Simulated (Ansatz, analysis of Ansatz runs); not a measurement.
## N-H pair in ZnSe: local vibrational mode, r2SCAN

Aim: the local vibrational mode of the N-H pair in ZnSe, to be set beside the measurement. Set-up: r2SCAN, 64-site cell, r2SCAN lattice, 500 eV, k: the single point 1/4 1/4 1/4. The model is a cell of 64 host atoms with N put on another atom's site and H put in between. The frequencies come from force constants among the defect atom and its neighbours, with the masses of the isotopes named. A meta-GGA costs about twice a GGA and mends lattice constants and part of the gap.

**The experiment.** N-H stretch, 1H: 3194 cm⁻¹ at 9 K, by FTIR absorption and Raman spectroscopy (quoted in “Hydrogen in Compound Semiconductors”, 1993, E.E. Haller, quoting earlier work). N-H wag, 1H: 783 cm⁻¹ at 9 K, by FTIR absorption and Raman spectroscopy (quoted in “Hydrogen in Compound Semiconductors”, 1993, E.E. Haller, quoting earlier work).

Main program and level: Ansatz 0.2.0; plane-wave PAW DFT, r2SCAN; relaxation of all atoms of a defect supercell.

## 1. Set-up

The cell holds 65 atoms: 32 Zn, 31 Se, 1 N and 1 H. Its edges and angles: a = 11.332 Å, b = 11.332 Å, c = 11.332 Å, α = 90.0°, β = 90.0°, γ = 90.0°. It derives from ZnSe (space group F-43m). Nearest the centre at fractional (0.355, 0.355, 0.605): H65 at 0.39 Å, N16 at 0.64 Å, Zn12 at 2.51 Å, Zn27 at 2.61 Å, Zn57 at 2.61 Å, Zn42 at 2.61 Å, Se13 at 3.69 Å, Se6 at 3.69 Å.

The host's primitive cell comes from a first run (plane-wave PAW DFT, r2SCAN; relaxation of the host's cell and atoms): vectors of 4.006, 4.006 and 4.006 Å. That is 22.74 Å³ an atom, 0.1 % under the diffraction cell's volume. The supercell is built on it.

## 2. Relaxation, charge 0

Every later number rests on the structure around the defect, so the atoms are relaxed at the host's lattice first.

relax/input.yaml

```yaml
relax:
  f_tol: 0.01
  max_steps: 80
  random_displacement: { amplitude: 0.02, seed: 561 }
crystal:
  lattice:
    - [11.33171301, 0.0, 0.0]
    - [0.0, 0.0, -11.33171301]
    - [0.0, 11.33171301, 0.0]
  atoms:
    - { symbol: Zn, position: [0.0, 0.0, 0.0] }
    - { symbol: Zn, position: [0.0, 0.25, 0.25] }
    - { symbol: Zn, position: [0.25, 0.0, 0.25] }
    - { symbol: Zn, position: [0.25, 0.25, 0.0] }
    - { symbol: Se, position: [0.125, 0.125, 0.125] }
    - { symbol: Se, position: [0.125, 0.375, 0.375] }
    - { symbol: Se, position: [0.375, 0.125, 0.375] }
    - { symbol: Se, position: [0.375, 0.375, 0.125] }
    - { symbol: Zn, position: [0.0, 0.0, 0.5] }
    - { symbol: Zn, position: [0.0, 0.25, 0.75] }
    - { symbol: Zn, position: [0.25, 0.0, 0.75] }
    - { symbol: Zn, position: [0.227073193, 0.227073193, 0.477073193] }
    - { symbol: Se, position: [0.125, 0.125, 0.625] }
    - { symbol: Se, position: [0.125, 0.375, 0.875] }
    - { symbol: Se, position: [0.375, 0.125, 0.875] }
    - { symbol: "N", position: [0.387734174, 0.387734174, 0.637734174] }
    - { symbol: Zn, position: [0.0, 0.5, 0.0] }
    - { symbol: Zn, position: [0.0, 0.75, 0.25] }
    - { symbol: Zn, position: [0.25, 0.5, 0.25] }
    - { symbol: Zn, position: [0.25, 0.75, 0.0] }
    - { symbol: Se, position: [0.125, 0.625, 0.125] }
    - { symbol: Se, position: [0.125, 0.875, 0.375] }
    - { symbol: Se, position: [0.375, 0.625, 0.375] }
    - { symbol: Se, position: [0.375, 0.875, 0.125] }
    - { symbol: Zn, position: [0.0, 0.5, 0.5] }
    - { symbol: Zn, position: [0.0, 0.75, 0.75] }
    - { symbol: Zn, position: [0.25, 0.5, 0.75] }
    - { symbol: Zn, position: [0.25, 0.75, 0.5] }
    - { symbol: Se, position: [0.125, 0.625, 0.625] }
    - { symbol: Se, position: [0.125, 0.875, 0.875] }
    - { symbol: Se, position: [0.375, 0.625, 0.875] }
    - { symbol: Se, position: [0.375, 0.875, 0.625] }
    - { symbol: Zn, position: [0.5, 0.0, 0.0] }
    - { symbol: Zn, position: [0.5, 0.25, 0.25] }
    - { symbol: Zn, position: [0.75, 0.0, 0.25] }
    - { symbol: Zn, position: [0.75, 0.25, 0.0] }
    - { symbol: Se, position: [0.625, 0.125, 0.125] }
    - { symbol: Se, position: [0.625, 0.375, 0.375] }
    - { symbol: Se, position: [0.875, 0.125, 0.375] }
    - { symbol: Se, position: [0.875, 0.375, 0.125] }
    - { symbol: Zn, position: [0.5, 0.0, 0.5] }
    - { symbol: Zn, position: [0.5, 0.25, 0.75] }
    - { symbol: Zn, position: [0.75, 0.0, 0.75] }
    - { symbol: Zn, position: [0.75, 0.25, 0.5] }
    - { symbol: Se, position: [0.625, 0.125, 0.625] }
    - { symbol: Se, position: [0.625, 0.375, 0.875] }
    - { symbol: Se, position: [0.875, 0.125, 0.875] }
    - { symbol: Se, position: [0.875, 0.375, 0.625] }
    - { symbol: Zn, position: [0.5, 0.5, 0.0] }
    - { symbol: Zn, position: [0.5, 0.75, 0.25] }
    - { symbol: Zn, position: [0.75, 0.5, 0.25] }
    - { symbol: Zn, position: [0.75, 0.75, 0.0] }
    - { symbol: Se, position: [0.625, 0.625, 0.125] }
    - { symbol: Se, position: [0.625, 0.875, 0.375] }
    - { symbol: Se, position: [0.875, 0.625, 0.375] }
    - { symbol: Se, position: [0.875, 0.875, 0.125] }
    - { symbol: Zn, position: [0.5, 0.5, 0.5] }
    - { symbol: Zn, position: [0.5, 0.75, 0.75] }
    - { symbol: Zn, position: [0.75, 0.5, 0.75] }
    - { symbol: Zn, position: [0.75, 0.75, 0.5] }
    - { symbol: Se, position: [0.625, 0.625, 0.625] }
    - { symbol: Se, position: [0.625, 0.875, 0.875] }
    - { symbol: Se, position: [0.875, 0.625, 0.875] }
    - { symbol: Se, position: [0.875, 0.875, 0.625] }
    - { symbol: H, position: [0.335271, 0.335271, 0.585271] }
basis:
  ecutwfc: 500
  xc_grid: 2
hamiltonian:
  xc: r2scan
kpoints:
  mp_grid: { grid: [1, 1, 1], shift: [0.25, 0.25, 0.25] }
scf:
  occupations: { method: fermi_dirac, width: 0.01 }
  max_iter: 120
output:
  forces: true
checkpoint:
  write: "../relax.run"
  compress: false
  write_wavefunctions: true
  write_every: 100000
```

Launch:

```
$ ansatz run input.yaml --threads 4 --pin off --max-ram 7536MiB --backend cpu --events-out ev --progress --plain --runs-dir out
```

Numbers of over 12 decimals in the logs are rounded to 6 here.

The program printed:

```text
[... repeated set-up lines and file paths are left out, and long positions are rounded to six places ...]
Engine: ansatz 0.2.0, aarch64-unknown-linux-gnu
Pseudopotentials: kind: paw
Pseudopotential: Zn, paw, valence charge 12, recommended cutoff 500 eV (meta_gga), Zn.paw.azcp
Pseudopotential: Se, paw, valence charge 16, recommended cutoff 500 eV (meta_gga), Se.paw.azcp
Pseudopotential: N, paw, valence charge 5, recommended cutoff 500 eV (meta_gga), N.paw.azcp
Pseudopotential: H, paw, valence charge 1, recommended cutoff 500 eV (meta_gga), H.paw.azcp
Functional definition: r2SCAN
  parameter k0 = 0.174
  parameter k1 = 0.065
  parameter a1 = 4.9479
  exchange = r2scan_x(k0 = k0, k1 = k1, a1 = a1)
  correlation = r2scan_c
Crystal: 65 atoms, lattice volume = 1455.079 Å³
Basis set: ecut = 500 eV, 37073 PW (Γ), exchange–correlation on 180×180×180 points (8 copies of the dense FFT grid, shifted against one another)
Bands: 532, of which v1, the nominal top of the filled ones, is band 443 counted from 1 (442 counted from 0)
Symmetry: 1 space group operations
k-points: 1
Non-local potential: Zn, projectors of the file, l = 0: 2, l = 1: 2, l = 2: 3, l = 3: 1
Non-local potential: Se, projectors of the file, l = 0: 2, l = 1: 2, l = 2: 3, l = 3: 1
Non-local potential: N, projectors of the file, l = 0: 2, l = 1: 2, l = 2: 1
Non-local potential: H, projectors of the file, l = 0: 2, l = 1: 1
PAW form: soft (Blöchl's): semilocal exchange-correlation on the pseudo side does not see the compensation charge
PAW frozen core: Zn, regenerated for the run's functional (the file was generated under x = pbe(κ = 0.804, μ = 0.219515), c = pbe(β = 0.066725))
PAW frozen core: Se, regenerated for the run's functional (the file was generated under x = pbe(κ = 0.804, μ = 0.219515), c = pbe(β = 0.066725))
PAW frozen core: N, regenerated for the run's functional (the file was generated under x = pbe(κ = 0.804, μ = 0.219515), c = pbe(β = 0.066725))
PAW one-centre angular grid: Zn, 590 points (default); XC on 261 of its mesh's 2673 points in the sphere
PAW one-centre angular grid: Se, 590 points (default); XC on 160 Gauss nodes
PAW one-centre angular grid: N, 302 points (default); XC on 160 Gauss nodes
PAW one-centre angular grid: H, 302 points (default); XC on 160 Gauss nodes
Initial density: superposition of atomic densities (neutral atoms: chi_scale 0, normalization atom), corrected by the library's trained network
Initial wavefunctions: pseudopotential atomic-orbital guess
Functional: x = r2scan, c = r2scan; τ floored in thin density (d = 2e-4 eV/Å³)
SCF iter   1: F=—  HF=-276695.171871 eV  |F-HF|=—  |Δ(HF+E_count)|=         —  Δρ=1.41e-2  dr2=1.45e0  dr2_τ=2.80e-1  ethr=1.77e-3  ⟨swp⟩=6.0  Hψ=2099  notcnv=0  defer=12
preconditioner: auto → Resta (q_TF=auto, 2.512 Å⁻¹)  ε∞=5.0  [insulator: Δε(μ)=2.630 eV  Ē_g=11.699 eV  σ=0.010 eV  W_gap=1.00  n_scr=388 (ndim 8)  ℏωp=23.4 eV  f_vac=0.119  D(μ)=0.00/eV (n_scr^D=0)  ε∞_Penn≈5.0]
SCF iter   2: F=—  HF=-276695.042482 eV  |F-HF|=—  |Δ(HF+E_count)|=   1.29e-1  Δρ=2.34e-3  dr2=7.93e-2  dr2_τ=9.88e-3  ethr=1.64e-4  ⟨swp⟩=3.0  Hψ=905  notcnv=0  defer=85
SCF iter   3: F=—  HF=-276695.005355 eV  |F-HF|=—  |Δ(HF+E_count)|=   3.71e-2  Δρ=3.10e-3  dr2=7.76e-2  dr2_τ=3.63e-4  ethr=8.95e-6  ⟨swp⟩=3.0  Hψ=740  notcnv=0  defer=85
SCF iter   4: F=—  HF=-276694.999919 eV  |F-HF|=—  |Δ(HF+E_count)|=   5.44e-3  Δρ=1.08e-3  dr2=1.59e-2  dr2_τ=3.77e-4  ethr=8.76e-6  ⟨swp⟩=2.0  Hψ=739  notcnv=0  defer=85
SCF iter   5: F=—  HF=-276694.997551 eV  |F-HF|=—  |Δ(HF+E_count)|=   2.37e-3  Δρ=2.45e-4  dr2=1.06e-3  dr2_τ=6.47e-5  ethr=1.79e-6  ⟨swp⟩=2.0  Hψ=739  notcnv=0  defer=85
SCF iter   6: F=—  HF=-276694.999190 eV  |F-HF|=—  |Δ(HF+E_count)|=   1.64e-3  Δρ=1.35e-4  dr2=4.52e-4  dr2_τ=3.06e-5  ethr=1.20e-7  ⟨swp⟩=2.0  Hψ=975  notcnv=0  defer=85
SCF iter   7: F=—  HF=-276694.999169 eV  |F-HF|=—  |Δ(HF+E_count)|=   2.09e-5  Δρ=5.57e-5  dr2=4.53e-5  dr2_τ=1.00e-6  ethr=5.11e-8  ⟨swp⟩=2.0  Hψ=735  notcnv=0  defer=85
SCF iter   8: F=—  HF=-276694.999185 eV  |F-HF|=—  |Δ(HF+E_count)|=   1.63e-5  Δρ=2.20e-5  dr2=5.65e-6  dr2_τ=1.13e-7  ethr=5.11e-9  ⟨swp⟩=2.0  Hψ=735  notcnv=0  defer=85
SCF iter   9: F=—  HF=-276694.999187 eV  |F-HF|=—  |Δ(HF+E_count)|=   1.17e-6  Δρ=1.51e-5  dr2=2.55e-6  dr2_τ=6.80e-8  ethr=2.82e-10  ⟨swp⟩=5.0  Hψ=1865  notcnv=0
SCF iter  10: F=-276694.999186 eV  HF=-276694.999186 eV  |F-HF|=9.23e-8  |Δ(HF+E_count)|=   4.85e-7  Δρ=3.75e-6  dr2=2.72e-7  dr2_τ=4.25e-9  ethr=2.82e-10  ⟨swp⟩=4.0  Hψ=1636  notcnv=0
SCF 1 converged in 10 iterations: F = -276694.999186 eV  dr2 = 2.72e-7
  greatest PAW one-centre occupation: 1.000 electrons in one spin orbital (limit 2), on the Se atom at site 5 (counted from 0), in its partial waves of l = 2
relax step   1: F+E_penalty+E_count = -276694.99918613 eV  Δ(F+E_penalty+E_count) = +0.000e0 eV  max|allowed force component| = 1.695e0 eV/Å  Δτ_max = 0.0000 Å  (10 SCF iters, dr2 threshold 2.50e-6 eV, accepted)
[... the SCF cycles and remarks between the steps are left out from here to the last step ...]
relax step   2: F+E_penalty+E_count = -276696.26921132 eV  Δ(F+E_penalty+E_count) = -1.270e0 eV  max|allowed force component| = 1.131e0 eV/Å  Δτ_max = 0.1968 Å  (7 SCF iters, dr2 threshold 1.00e-4 eV, accepted)
relax step   3: F+E_penalty+E_count = -276696.79429973 eV  Δ(F+E_penalty+E_count) = -5.251e-1 eV  max|allowed force component| = 3.116e-1 eV/Å  Δτ_max = 0.1949 Å  (7 SCF iters, dr2 threshold 7.99e-5 eV, accepted)
relax step   4: F+E_penalty+E_count = -276696.82246259 eV  Δ(F+E_penalty+E_count) = -2.816e-2 eV  max|allowed force component| = 5.302e-1 eV/Å  Δτ_max = 0.2000 Å  (8 SCF iters, dr2 threshold 7.37e-6 eV, accepted)
relax step   5: F+E_penalty+E_count = -276696.85963093 eV  Δ(F+E_penalty+E_count) = -3.717e-2 eV  max|allowed force component| = 2.239e-1 eV/Å  Δτ_max = 0.1130 Å  (6 SCF iters, dr2 threshold 2.13e-5 eV, accepted)
relax step   6: F+E_penalty+E_count = -276696.86213681 eV  Δ(F+E_penalty+E_count) = -2.506e-3 eV  max|allowed force component| = 5.644e-2 eV/Å  Δτ_max = 0.0123 Å  (5 SCF iters, dr2 threshold 8.94e-6 eV, accepted)
relax step   7: F+E_penalty+E_count = -276696.86261964 eV  Δ(F+E_penalty+E_count) = -4.828e-4 eV  max|allowed force component| = 2.746e-3 eV/Å  Δτ_max = 0.0083 Å  (6 SCF iters, dr2 threshold 2.02e-7 eV, accepted)
iter 1 solved again at ethr=1.40e-11 eV; its pass at ethr=3.10e-3 eV (dr2=1.24e-7 eV) is discarded
SCF iter   1: F=—  HF=-276696.862620 eV  |F-HF|=—  |Δ(HF+E_count)|=         —  Δρ=2.23e-6  dr2=1.24e-7  dr2_τ=1.19e-9  ethr=1.40e-11  ⟨swp⟩=1.0  Hψ=1476  notcnv=0  defer=85
SCF iter   2: F=-276696.862620 eV  HF=-276696.862620 eV  |F-HF|=1.16e-8  |Δ(HF+E_count)|=   1.69e-8  Δρ=1.47e-6  dr2=5.71e-8  dr2_τ=5.98e-10  ethr=1.13e-11  ⟨swp⟩=3.0  Hψ=1824  notcnv=0
SCF 8 converged in 2 iterations: F = -276696.862620 eV  dr2 = 5.71e-8
relax step   8: F+E_penalty+E_count = -276696.86261966 eV  Δ(F+E_penalty+E_count) = -1.979e-8 eV  max|allowed force component| = 2.746e-3 eV/Å  Δτ_max = 0.0000 Å  (2 SCF iters, accepted)
NSCF: frozen V_eff on 1 k-points
the band table was solved once a step of the walk had ended and its energy, with any forces and stress, was formed, with the checks that follow a solve (1561 applications of the Hamiltonian). They found nothing against the state; [...]
iter 1 solved again at ethr=6.45e-12 eV; its pass at ethr=3.10e-3 eV (dr2=5.71e-8 eV) is discarded
SCF iter   1: F=—  HF=-276696.862620 eV  |F-HF|=—  |Δ(HF+E_count)|=         —  Δρ=1.47e-6  dr2=5.71e-8  dr2_τ=5.99e-10  ethr=6.45e-12  ⟨swp⟩=1.0  Hψ=1476  notcnv=0
SCF iter   2: F=-276696.862620 eV  HF=-276696.862620 eV  |F-HF|=6.58e-9  |Δ(HF+E_count)|=   1.14e-8  Δρ=1.02e-6  dr2=2.81e-8  dr2_τ=2.46e-10  ethr=6.44e-12  ⟨swp⟩=3.0  Hψ=1263  notcnv=0
SCF 9 converged in 2 iterations: F = -276696.862620 eV  dr2 = 2.81e-8
NSCF: frozen V_eff on 1 k-points
the band table was solved once a step of the walk had ended and its energy, with any forces and stress, was formed, with the checks that follow a solve (1328 applications of the Hamiltonian). They found nothing against the state; [...]
SCF converged after 2 iterations
Free energy (F): -276696.862620 eV
Harris-Foulkes:  -276696.862620 eV  (|F-HF|=6.58e-9)
Internal energy: -276696.862620 eV  (E = F + TS)
E sigma→0 (E₀):  -276696.862620 eV
Fermi energy:    7.588564 eV
--- Per-component energies (eV) ---
  E_band       = -12486.909336
  E_kinetic    = 8004.510885
  E_local      = -139166.785339  (includes V_loc(G=0)·N_el)
  E_nonlocal   = 1378.880375
  E_hartree    = 64441.697394
  E_xc         = -7076.943741
  E_vxc        = -5082.484395  (∫ρ·V_xc dr)
  E_paw        = -119022.134034  (= ΣΔE_a)
  E_vpaw       = -6763.425251  (= ΣTr[D̂ρ^β])
  E_aug_tail   = -0.008249  (compensation charges beyond the density's cutoff)
  E_vtau       = 259.007128  (kinetic-family band-sum trace: ∫τ·v_τ [+ j·A + Jᵃ·Aᵃ] dr)
  E_ewald      = -85195.498670
  E_core_change = -60.581242  (= ΣΔE_core)
  E_smearing   = -0.000000  (= −TS)
  E_closure    = 0.000000  (closes the sum)
  Σ components = -276696.862620   (vs F -276696.862620, Δ=0.00e0)
--- Forces (eV/Å), atoms counted from 1 ---
  atom   1  Zn     0.00019708    -0.00081506    -0.00065572
  atom   2  Zn    -0.00003701     0.00007323    -0.00126663
  [... 3 atoms left out ...]
  atom   6  Se     0.00050185     0.00053133    -0.00013681
  atom   7  Se    -0.00010440    -0.00061168     0.00056184
  [... 4 atoms left out ...]
  atom  12  Zn    -0.00194449    -0.00081952    -0.00143604
  atom  13  Se    -0.00006069     0.00010190     0.00016337
  [... 2 atoms left out ...]
  atom  16  N     -0.00195873    -0.00079804    -0.00075915
  [... 10 atoms left out ...]
  atom  27  Zn    -0.00006030    -0.00050615    -0.00047727
  [... 1 atom left out ...]
  atom  29  Se     0.00141731    -0.00004232    -0.00016037
  [... 12 atoms left out ...]
  atom  42  Zn    -0.00175929    -0.00196702     0.00163416
  [... 14 atoms left out ...]
  atom  57  Zn    -0.00178928    -0.00043137     0.00011420
  [... 7 atoms left out ...]
  atom  65  H      0.00160003     0.00103761    -0.00121000
  max |Σ_I F_I| component: 2.22e-4 eV/Å
--- Band table (eV) ---
  k-point 0: bands = ["-41.4432", "-41.4428", "-41.4419", "-41.4348", [... 524 left out ...] "14.0039", "14.1305", "14.1307", "14.1600"]
--- Relaxed structure (8 steps of the walk, 8 accepted, 0 SCFs on fresh bases) ---
  F+E_penalty+E_count = -276696.86261966 eV   max|allowed force component| = 2.746e-3 eV/Å
  atoms:
    - { symbol: Zn, position: [-0.000228, -0.000114, -0.000976] }
    - { symbol: Zn, position: [-0.004468, 0.249917, 0.245696] }
    [... 3 atoms left out ...]
    - { symbol: Se, position: [0.121519, 0.377097, 0.371693] }
    - { symbol: Se, position: [0.376966, 0.121673, 0.371693] }
    [... 4 atoms left out ...]
    - { symbol: Zn, position: [0.216040, 0.216157, 0.466198] }
    - { symbol: Se, position: [0.121514, 0.121681, 0.627130] }
    [... 2 atoms left out ...]
    - { symbol: N, position: [0.391946, 0.391962, 0.642076] }
    [... 10 atoms left out ...]
    - { symbol: Zn, position: [0.278007, 0.485999, 0.736071] }
    [... 1 atom left out ...]
    - { symbol: Se, position: [0.131947, 0.618740, 0.627712] }
    [... 12 atoms left out ...]
    - { symbol: Zn, position: [0.486007, 0.278130, 0.736178] }
    [... 14 atoms left out ...]
    - { symbol: Zn, position: [0.485972, 0.486007, 0.528166] }
    [... 7 atoms left out ...]
    - { symbol: H, position: [0.339737, 0.339680, 0.589863] }
```

Run time: 9.8 min. Hardware: 4 threads of Arm Neoverse V2, shared host; peak memory 5.8 GiB; 38 min of CPU time.

Relaxation path:

| step | energy less that of the first step (eV) | largest force component (eV/Å) |
| --- | --- | --- |
| 1 | 0.0000 | 1.6945 |
| 2 | -1.2700 | 1.1307 |
| 3 | -1.7951 | 0.3116 |
| 4 | -1.8233 | 0.5302 |
| 5 | -1.8604 | 0.2239 |
| 6 | -1.8630 | 0.0564 |
| 7 | -1.8634 | 0.0027 |
| 8 | -1.8634 | 0.0027 |

The atoms that moved most (Å, from the sites as typed, ahead of the random displacement):

| atom | dx | dy | dz | length |
| --- | --- | --- | --- | --- |
| Zn27 | 0.319 | -0.158 | 0.159 | 0.390 |
| Zn57 | -0.158 | 0.319 | 0.159 | 0.389 |
| Zn42 | -0.157 | -0.157 | -0.319 | 0.389 |
| Zn12 | -0.124 | -0.124 | 0.124 | 0.214 |
| Se23 | 0.030 | 0.080 | 0.071 | 0.111 |
| Se14 | 0.080 | -0.071 | -0.030 | 0.111 |
| Se29 | 0.080 | 0.030 | 0.071 | 0.111 |
| Se45 | -0.070 | 0.030 | -0.080 | 0.111 |

Neighbours of the ideal centre at the end:

| atom | distance (Å) |
| --- | --- |
| H65 | 0.302 |
| N16 | 0.723 |
| Zn57 | 2.271 |
| Zn27 | 2.273 |
| Zn42 | 2.273 |
| Zn12 | 2.728 |
| Se7 | 3.749 |
| Se6 | 3.751 |
| Se13 | 3.751 |

Neighbours of the added atoms: H65: N16 1.03, Zn12 2.43, Zn42 2.45 Å.

Numbers from this step:

* free energy: -276696.8626 eV

The relaxation ends 29 meV an atom lower than the displaced start, with a largest force component of 0.0027 eV/Å.

(Part 1 of 2 ends here.)

[Logs are printed without paths, hosts, clocks, repeated set-up lines and the standing remarks that a program may print on its own settings, such as how far it seeks lower states.]

[Hosts, paths, dates, database ids (printed as entryN), source tags and the programs' standing remarks are cut or masked in the printed files.]

[For some hosts the program warned that the k-mesh of the response run may be too coarse for force constants and the static dielectric constant; such warnings are not shown here.]
